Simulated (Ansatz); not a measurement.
# Phonons of Sn2Pt (Fm-3m) against volume, part 2 of 2

Aim: how the phonons of Sn2Pt (Fm-3m) shift with volume, and the thermal expansion that follows.

Ansatz 0.2.0; DFT PBEsol, scalar-relativistic, plane waves, PAW; PAW set soft_1.

So far, highest frequency on path, mesh or solved points (cm⁻¹): step 2 (the dispersion) 180.

The database entry behind the starting cell differs from other determinations of this structure, so it need not match the best structure at room temperature.

### Step 4. Phonons at the other volume, volume ratio 0.97

The phonons are repeated at this volume on the same meshes, so that differences come from the volume alone.

The input, input.yaml:

```yaml
crystal:
  lattice:
    - [0.0, 3.1944777897, 3.1944777897]
    - [3.1944777897, 0.0, 3.1944777897]
    - [3.1944777897, 3.1944777897, 0.0]
  atoms:
    - { symbol: Sn, position: [0.25, 0.25, 0.25] }
    - { symbol: Sn, position: [0.75, 0.75, 0.75] }
    - { symbol: Pt, position: [0.0, 0.0, 0.0] }
kpoints:
  mp_grid: { grid: [12, 12, 12] }
hamiltonian:
  xc: pbesol
  pseudopotentials: { kind: paw, azcp: { folder: soft_1 }, xc_functional: pbe }
scf:
  occupations: { method: methfessel_paxton, width: 0.2 }
output:
  eigenvalues: true
phonons:
  method: dfpt
  qmesh: [4, 4, 4]
  temperatures: { t_max: 1000, t_step: 50 }
  qpath:
    path:
      - [[0.0, 0.0, 0.0], [0.5, 0.0, 0.5], [0.625, 0.25, 0.625]]
      - [[0.375, 0.375, 0.75], [0.0, 0.0, 0.0], [0.5, 0.5, 0.5], [0.5, 0.25, 0.75], [0.5, 0.0, 0.5]]
    npoints: 10
```

On the command line:

```console
$ ansatz run input.yaml --threads 4 --pin off --max-ram 10240MiB --backend cpu --events-out ev --progress --plain --runs-dir out
```

The program printed:

```text
[...]
Crystal: 3 atoms, lattice volume = 65.197 Å³
Basis set: ecut = 420 eV, 1243 PW (Γ), exchange–correlation on 64×64×64 points (8 copies of the dense FFT grid, shifted against one another)
Bands: 28, of which v1, the nominal top of the filled ones, is band 23 counted from 1 (22 counted from 0)
Symmetry: 48 space group operations
k-points: 72 of 1728
[...]
SCF iter   1: F=—  HF=-24287.813696 eV  |F-HF|=—  |Δ(HF+E_count)|=         —  Δρ=9.08e-2  dr2=7.23e0  ethr=3.10e-3  ⟨swp⟩=5.8  Hψ=8325  notcnv=0
[...]
SCF iter  11: F=-24286.456998 eV  HF=-24286.456998 eV  |F-HF|=1.09e-11  |Δ(HF+E_count)|=  9.46e-11  S|Δr|=    0.00e0  Δρ=1.34e-7  dr2=7.31e-12  ethr=1.00e-12  ⟨swp⟩=6.1  Hψ=10483  notcnv=0
SCF 1 converged in 11 iterations: F = -24286.456998 eV  dr2 = 7.31e-12
[...]
SCF iter   4: F=-24286.456998 eV  HF=-24286.456998 eV  |F-HF|=7.28e-12  |Δ(HF+E_count)|=  3.64e-12  S|Δr|=    0.00e0  Δρ=8.10e-8  dr2=5.45e-12  ethr=1.00e-12  ⟨swp⟩=3.1  Hψ=4895  notcnv=0
SCF 2 converged in 4 iterations: F = -24286.456998 eV  dr2 = 5.45e-12
[...]
NSCF: frozen V_eff on 72 k-points
[...]
SCF converged after 11 iterations
[...]
Free energy (F): -24286.456998 eV
[...]
Internal energy: -24286.456083 eV  (E = F + TS)
E sigma→0 (E₀):  -24286.456769 eV
Entropy (-TS):   -0.000914 eV (-0.305 meV/atom)
Fermi energy:    14.873431 eV
[...]
--- Band table (eV; the first three rows and the last of 72) ---
  k-point 0: bands = [... 19 lower, 11.1306, 12.0152, 17.3099, 17.3099, 17.3099, 17.6073, 17.6073, 17.6073, ... 1 higher]
  k-point 1: bands = [... 19 lower, 11.1099, 12.2852, 15.9779, 16.7710, 16.7710, 17.9157, 17.9157, 17.9612, ... 1 higher]
  k-point 2: bands = [... 19 lower, 11.0626, 12.7411, 14.6227, 16.0661, 16.0661, 17.6011, 17.9614, 17.9614, ... 1 higher]
  k-point 71: bands = [... 19 lower, 11.0631, 11.0631, 11.2497, 12.5650, 17.0917, 17.0917, 19.2097, 19.8636, ... 1 higher]
[...]
ASR residual: 1.453e-5 → 0.000e0 eV/Å²; symmetrization residual: 6.144e-6 eV/Å²
  ASR residual per site (eV/Å²): 3.43e-6 3.43e-6 1.45e-5
  Γ frequencies (cm⁻¹): 0.00 0.00 0.00 140.82 140.82 140.82 149.35 149.35 149.35
--- Phonons (arbitrary-q DFPT): 8 irreducible q on the 4×4×4 mesh ---
[...]
interpolated dispersion: 62 rows × 9 modes
[...]
```

Elapsed: 8.5 min, on 4 threads of Intel Xeon Platinum 8488C (Sapphire Rapids), shared host; peak memory 6 GiB.

Numbers from this step:

| Property | Result |
| --- | --- |
| sum-rule residual before enforcement | 1.45e-5 eV/Å² |
| highest frequency on path, mesh or solved points | 190.3 cm⁻¹ |
| mean frequency | 118.3 cm⁻¹ |
| Debye temperature (second moment) | 234 K |
| logarithmic mean frequency | 108.7 cm⁻¹ |
| highest optical mode at the zone centre (no LO-TO term) | 149.3 cm⁻¹ |
| lowest optical zone-centre mode | 140.8 cm⁻¹ |
| lowest mode on the q mesh (acoustic modes at Γ apart) | 35.45 cm⁻¹ |
| zero-point energy per atom | 22.01 meV |
| heat capacity at 300 K | 24.20 J/(mol atoms K) |
| vibrational entropy at 300 K | 41.57 J/(mol atoms K) |

Frequencies (cm⁻¹) solved at each irreducible wavevector; negative means imaginary. Frequencies by wavevector, by row:

```tsv
q in reciprocal lattice units	star	mode 1	mode 2	mode 3	mode 4	mode 5	mode 6	mode 7	mode 8	mode 9
0 0 0	1	0	0	0	140.8	140.8	140.8	149.3	149.3	149.3
0 0 0.25	8	35.5	35.5	78.9	131.7	134.3	134.3	156	156	160.8
0 0 -0.5	4	51.2	51.2	94.5	128.5	128.5	147.9	156.8	156.8	159.2
0 0.25 0.25	6	40.3	40.3	80.1	119.9	119.9	128	162.3	168.9	168.9
0 0.25 -0.5	24	57.5	70.3	94.9	103.6	111	127.7	168.1	170.3	175.7
0 0.25 -0.25	12	56.8	60.4	90.5	108	129	151.1	152.2	155.9	172.9
0 -0.5 -0.5	3	69	69	86.8	93.3	93.3	106.7	178.9	178.9	190.3
0.25 -0.5 -0.25	6	85.3	85.3	87.3	88.2	92	148.5	148.5	176.7	180.8
```

The highest optical mode at the zone centre (no LO-TO term) is 149.3 cm⁻¹, +10.3 cm⁻¹ against the base run.

### Step 5. Relaxing at another volume, volume ratio 1.03

The volume is scaled by 1.03 and held; symmetry leaves nothing to relax, so this is a single point. The modes can then be followed against volume.

input.yaml, the sections that differ from step 4:

```yaml
crystal:
  lattice:
    - [0.0, 3.2590300865, 3.2590300865]
    - [3.2590300865, 0.0, 3.2590300865]
    - [3.2590300865, 3.2590300865, 0.0]
  atoms:
    - { symbol: Sn, position: [0.25, 0.25, 0.25] }
    - { symbol: Sn, position: [0.75, 0.75, 0.75] }
    - { symbol: Pt, position: [0.0, 0.0, 0.0] }
output:
  forces: true
  stress: true
  eigenvalues: true
# kpoints, hamiltonian, scf: as in step 4
# phonons: removed
```

The program printed:

```text
[...]
Crystal: 3 atoms, lattice volume = 69.230 Å³
Basis set: ecut = 420 eV, 1363 PW (Γ), exchange–correlation on 64×64×64 points (8 copies of the dense FFT grid, shifted against one another)
Bands: 28, of which v1, the nominal top of the filled ones, is band 23 counted from 1 (22 counted from 0)
Symmetry: 48 space group operations
[...]
k-points: 72 of 1728
[...]
k-point 0: bands = [... 19 lower, 10.2497, 10.6028, 16.0066, 16.0066, 16.0066, 16.3595, 16.3595, 16.3595, ... 1 higher]
  k-point 1: bands = [... 19 lower, 10.2314, 10.9130, 14.7777, 15.5333, 15.5333, 16.6188, 16.6223, 16.6223, ... 1 higher]
  k-point 2: bands = [... 19 lower, 10.1896, 11.4422, 13.4559, 14.8783, 14.8783, 16.2901, 16.6737, 16.6737, ... 1 higher]
  k-point 71: bands = [... 19 lower, 10.1656, 10.1656, 10.3624, 11.5798, 15.7403, 15.7403, 17.8768, 18.6971, ... 1 higher]
[key lines of the parts left out:]
SCF converged after 9 iterations
Free energy (F): -24286.459523 eV
Fermi energy:    13.677161 eV
P = ⅓ Tr σ = -2.9145 GPa (-29.145 kbar)
```

Wall time 1.5 s (4 threads); peak memory 0.57 GiB; 5.3 s of CPU time.

Numbers from this step:

```yaml
pressure: -2.915 GPa
volume_per_atom: 23.08 Å³
```

The run ends at a pressure of -2.91 GPa.

### Step 6. Phonons at the other volume, volume ratio 1.03

The phonons are repeated at this volume on the same meshes, so that differences come from the volume alone.

Edit input.yaml of step 5 so:

```diff
@@ -17,4 +17,11 @@
 output:
-  forces: true
-  stress: true
   eigenvalues: true
+phonons:
+  method: dfpt
+  qmesh: [4, 4, 4]
+  temperatures: { t_max: 1000, t_step: 50 }
+  qpath:
+    path:
+      - [[0.0, 0.0, 0.0], [0.5, 0.0, 0.5], [0.625, 0.25, 0.625]]
+      - [[0.375, 0.375, 0.75], [0.0, 0.0, 0.0], [0.5, 0.5, 0.5], [0.5, 0.25, 0.75], [0.5, 0.0, 0.5]]
+    npoints: 10
```

The program printed:

```text
[...]
Crystal: 3 atoms, lattice volume = 69.230 Å³
Basis set: ecut = 420 eV, 1363 PW (Γ), exchange–correlation on 64×64×64 points (8 copies of the dense FFT grid, shifted against one another)
Bands: 28, of which v1, the nominal top of the filled ones, is band 23 counted from 1 (22 counted from 0)
Symmetry: 48 space group operations
k-points: 72 of 1728
[...]
k-point 71: bands = [... 19 lower, 10.1656, 10.1656, 10.3624, 11.5798, 15.7402, 15.7402, 17.8768, 18.6972, ... 1 higher]
[...]
ASR residual: 1.451e-4 → 0.000e0 eV/Å²; symmetrization residual: 2.819e-6 eV/Å²
  ASR residual per site (eV/Å²): 2.23e-5 2.23e-5 1.45e-4
  Γ frequencies (cm⁻¹): 0.00 0.00 0.00 121.20 121.20 121.20 129.97 129.97 129.97
--- Phonons (arbitrary-q DFPT): 8 irreducible q on the 4×4×4 mesh ---
[...]
interpolated dispersion: 62 rows × 9 modes
[...]
[key lines of the parts left out:]
SCF converged after 11 iterations
Free energy (F): -24286.459523 eV
Fermi energy:    13.677158 eV
```

The job ended after 8.6 min (4 threads; peak memory 6.2 GiB; 33 min of CPU time).

Read from the output:

```
sum-rule residual before enforcement                    : 1.45e-4 eV/Å²
highest frequency on path, mesh or solved points        : 170 cm⁻¹
mean frequency                                          : 103.6 cm⁻¹
Debye temperature (second moment)                       : 204 K
logarithmic mean frequency                              : 95.6 cm⁻¹
highest optical mode at the zone centre (no LO-TO term) : 130.0 cm⁻¹
lowest optical zone-centre mode                         : 121.2 cm⁻¹
lowest mode on the q mesh (acoustic modes at Γ apart)   : 34.06 cm⁻¹
zero-point energy per atom                              : 19.26 meV
heat capacity at 300 K                                  : 24.37 J/(mol atoms K)
vibrational entropy at 300 K                            : 44.67 J/(mol atoms K)
```

The highest optical mode at the zone centre (no LO-TO term) is 130.0 cm⁻¹, -9.1 cm⁻¹ against the base run.

### Step 7. Grüneisen parameters

The Grüneisen parameter of a mode is minus the logarithmic change of its frequency with volume, −d ln ω / d ln V; weighted by heat capacity it gives the expansion.

This step gave:

```
bulk modulus : 107.1 GPa
```

The phonon branches at the labelled points (cm⁻¹):

```tsv
point	branch 1	branch 2	branch 3	branch 4	branch 5	branch 6	branch 7	branch 8	branch 9
Γ	0	0	0	131	131	131	139	139	139
halfway	39	39	73	112	112	120	152	158	158
X	67	67	80	86	86	99	167	167	180
halfway	65	75	80	84	89	104	165	165	177
U	63	76	85	88	97	116	159	161	171
jump to K	63	76	85	88	97	116	159	161	171
halfway	44	46	75	111	132	133	138	146	157
Γ	0	0	0	131	131	131	139	139	139
halfway	35	35	74	124	125	125	146	146	151
L	50	50	88	120	120	138	146	146	151
halfway	59	63	91	98	106	138	140	158	163
W	81	81	81	83	85	138	138	167	169
halfway	72	75	80	86	86	111	160	167	175
X	67	67	80	86	86	99	167	167	180
```

The same for volume x 0.97:

```tsv
point	branch 1	branch 2	branch 3	branch 4	branch 5	branch 6	branch 7	branch 8	branch 9
Γ	0	0	0	141	141	141	149	149	149
X	69	69	87	93	93	107	179	179	190
U	65	82	91	93	104	126	170	172	181
K	65	82	91	93	104	126	170	172	181
Γ	0	0	0	141	141	141	149	149	149
L	51	51	94	128	128	148	157	157	159
W	85	85	87	88	92	148	148	177	181
X	69	69	87	93	93	107	179	179	190
```

The same for volume x 1.03:

```tsv
point	branch 1	branch 2	branch 3	branch 4	branch 5	branch 6	branch 7	branch 8	branch 9
Γ	0	0	0	121	121	121	130	130	130
X	64	64	72	80	80	91	156	156	170
U	60	71	79	82	90	107	149	150	161
K	60	71	79	82	90	107	149	150	161
Γ	0	0	0	121	121	121	130	130	130
L	48	48	81	113	113	128	135	135	142
W	74	76	76	79	79	128	128	157	157
X	64	64	72	80	80	91	156	156	170
```

The first set of phonon branches as a text plot (rows in cm⁻¹):

```
    186 |
    178 |         *******                                     ***
    170 |        *  ***  ***                             ********
    163 |       ****   **** ****                     ****     **
    155 |    ***           **   **           **** *****     **
    147 |  ****             *********    ***********       *
    139 |****                **************     ***********
    131 |******             *   ***********   **           *
    123 |  **  *           *   *  ***     *********         *
    115 |    ***         **  **  *                ***        *
    107 |       *      **  **  **                   ***       *
     99 |        *  ***   *  **                       ***      **
     91 |        ****  ******                  ***********
     83 |       *   *******  ***             **         *********
     75 |      *       * ***    *           *            * ****
     67 |    **     *****   *    *                     **     ***
     59 |         **     ******            *        ****
     52 |   *    *             *  **      *     *****
     44 |       *               *            ***
     36 |  * ***                 *  *    *  *
     28 |   *                     **       *
     20 | **                        **  * *
     12 | *                          *   *
      4 |*                            ***
         Γ           X  U|K            Γ         L        W     X
```

Mode Grueneisen parameter -dln(w)/dln(V), modes matched by rank; at Γ the acoustic branches take the value of a neighbouring point of the path. Mode grüneisen parameters along the path, in :

```tsv
point	branch 1	branch 2	branch 3	branch 4	branch 5	branch 6	branch 7	branch 8	branch 9
Γ	-0.37	-0.37	2.28	2.50	2.50	2.50	2.31	2.31	2.31
halfway	1.20	1.20	3.18	2.27	2.27	2.15	2.26	2.31	2.31
X	1.26	1.26	3.00	2.67	2.67	2.69	2.29	2.29	1.88
halfway	1.25	1.51	2.99	2.28	2.60	2.78	2.27	2.31	1.90
U	1.20	2.36	2.46	2.02	2.46	2.75	2.21	2.34	1.98
jump to K	1.20	2.36	2.46	2.02	2.46	2.75	2.21	2.34	1.98
halfway	1.81	0.88	2.89	2.22	2.05	2.04	2.60	2.36	2.25
Γ	0.36	-0.35	2.04	2.50	2.50	2.50	2.31	2.31	2.31
halfway	0.62	0.62	2.21	2.04	2.37	2.37	2.30	2.30	2.20
L	0.90	0.90	2.65	2.19	2.19	2.36	2.47	2.47	1.86
halfway	1.15	1.75	2.34	2.63	2.40	2.38	2.38	2.34	1.95
W	2.48	1.95	2.33	1.92	2.54	2.44	2.44	1.97	2.33
halfway	1.60	1.44	3.02	2.32	2.37	2.76	2.29	2.29	1.94
X	1.26	1.26	3.00	2.67	2.67	2.69	2.29	2.29	1.88
```

The mode Grüneisen parameters as a text plot (rows in , shown from -0.2 to 3.0 only):

```
   2.95 |    **  *  ****     ** *                        *    **
   2.82 |              **                                    **
   2.68 |   *     *****  ****                    **   * *   ** **
   2.55 |****     *** ****   ************      **  *** * ****  *
   2.42 | ** **  ***     *********   *  ***** *****************
   2.29 |********************  ****************** ***************
   2.16 |  ******         ***********     **** ****        ***
   2.03 |        *        **   **    ****** ****   *** *******
   1.89 |         ********                      ***   ** ***  ***
   1.76 |                       *                     *  *  **
   1.63 |                      *                     *
   1.50 |              *       *                              *
   1.37 |       ***** *          *                  *   *     **
   1.23 |      *     *******                           *        *
   1.10 |                   ***                    * **
   0.97 |    **                                 * ***
   0.84 |                       *             ** **
   0.71 |                        ***         *
   0.57 |   *                     **       **
   0.44 |                           *
   0.31 |                            ***  *
   0.18 |                           *    *
   0.05 |  *                            *
  -0.08 |
         Γ           X  U|K            Γ         L        W     X
```

(dS/dlnV)/C_V. The thermodynamic Grueneisen parameter by temperature:

```tsv
temperature (K)	thermodynamic Grueneisen parameter
50	2.00
100	2.10
150	2.11
200	2.12
250	2.12
300	2.12
350	2.12
400	2.12
450	2.12
500	2.12
550	2.12
600	2.13
650	2.13
700	2.12
750	2.12
800	2.13
850	2.13
900	2.13
950	2.13
1000	2.12
```

Gamma C_V/(B V) at the static volume. Table of volume expansion by temperature:

```tsv
temperature (K)	volume expansion (1e-6/K)
50	16.6
100	29.0
150	32.9
200	34.5
250	35.3
300	35.7
350	36.0
400	36.1
450	36.2
500	36.3
550	36.4
600	36.5
650	36.5
700	36.5
750	36.5
800	36.5
850	36.6
900	36.6
950	36.6
1000	36.6
```

### Step 8. Outcome

| Item | Value |
| --- | --- |
| bulk modulus | 107 GPa |
| thermodynamic Grüneisen parameter at 300 K | 2.123 |
| volume expansion at 300 K, estimated | 35.7 × 10⁻⁶ K⁻¹ |

**Reading.** By this estimate the volume grows by 35.7 × 10⁻⁶ per kelvin at 300 K. The highest optical mode at Γ goes from 149 to 130 cm⁻¹ as the cell grows, a Grüneisen parameter of 2.32. Mode parameters on the path run from -0.37 to 3.2, with a median of 2.3. Modes with negative values stiffen as the cell grows and pull against the expansion. Branches are matched by rank, so values near crossings are rough. The expansion is the Grüneisen estimate at the static volume, with the static bulk modulus. With no gap, or one that is small against the smearing, the frequencies hang on the k mesh and the smearing, most of all near Kohn anomalies. Spin-orbit coupling is left out, which can matter for the heavy elements here. The PAW files were made for PBE and serve the other functionals too. A phonon run warned that its eigensolver left some bands unconverged in a pass.

[Long decimals in the printed logs are rounded to 6 places.]

[Logs are printed without paths, hosts, clocks, repeated set-up lines and the standing remarks that a program may print on its own settings, such as how far it seeks lower states.]

[Hosts, paths, dates, database ids (printed as entryN), source tags and the programs' standing remarks are cut or masked in the printed files.]

[Where the starting crystal was built by hand or by swapping elements, it need not be the compound's stable phase.]
